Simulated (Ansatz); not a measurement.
In doubt: one-shot GW on d or f shells is unsure, so the values of those runs are not to be relied on.

Cs2TlCoF6 (Fm-3m), computed twice by G0W0.

```cif
data_structure
_symmetry_space_group_name_H-M 'P 1'
_symmetry_Int_Tables_number 1
_cell_length_a 6.4931
_cell_length_b 6.4931
_cell_length_c 6.4931
_cell_angle_alpha 60.000
_cell_angle_beta 60.000
_cell_angle_gamma 60.000
_cell_volume 193.57
loop_
_atom_site_label
_atom_site_type_symbol
_atom_site_fract_x
_atom_site_fract_y
_atom_site_fract_z
_atom_site_occupancy
Cs1 Cs 0.25000 0.25000 0.25000 1
Cs2 Cs 0.75000 0.75000 0.75000 1
Tl3 Tl 0.50000 0.50000 0.50000 1
Co4 Co 0.00000 0.00000 0.00000 1
F5 F 0.20609 0.20609 0.79391 1
F6 F 0.20609 0.79391 0.79391 1
F7 F 0.79391 0.79391 0.20609 1
F8 F 0.20609 0.79391 0.20609 1
F9 F 0.79391 0.20609 0.79391 1
F10 F 0.79391 0.20609 0.20609 1
```

The cell and positions are those that the Materials Project relaxed with its own functionals (PBE, PBE+U or r2SCAN), kept fixed. Spin-orbit coupling is left out unless a run names it.

The first (Ansatz 0.2.0; start PBE, 4×4×4 mesh, 174 empty bands, screening to 54 eV, PAW set soft_1 files; 1 × NVIDIA H100 80GB HBM3 (shared by 6 runs) with 2 threads of AMD EPYC 7R13 (Zen 3), shared host) gave, on its mesh: starting gap 1.33 eV, G0W0 gap 4.51 eV, RPA ε∞ (mean) 3.08, 11 s.

The second gave: starting gap 1.33 eV, G0W0 gap 3.75 eV, RPA ε∞ (mean) 3.08, 20 s.

**Question.** What was changed in the input? Choose among start, files, mesh, bands and cutoff, frequency model or another key.

Changed: empty bands from 174 to 493 and screening cutoff (eV) from 54 to 108. The starting gap stayed, which rules out the functional and points to the GW step. Other changes could give like numbers; this is the one that was made.

Limits: not at the basis limit; no spin polarisation; d states lean on the start; no spin-orbit coupling.

[Paths, hosts, dates, memory and timing lines, banners, echoed tables and standing remarks are left out of the program output.]

[Logs are printed without paths, hosts, clocks, repeated set-up lines and the standing remarks that a program may print on its own settings, such as how far it seeks lower states.]

[Runs of the session that timed out or met a known fault of the program may be left out.]

[Cells called generated may have been cut or substituted from an entry of the Crystallography Open Database or the Materials Project.]

[Hosts, paths, dates, database ids (printed as entryN), source tags and the programs' standing remarks are cut or masked in the printed files.]
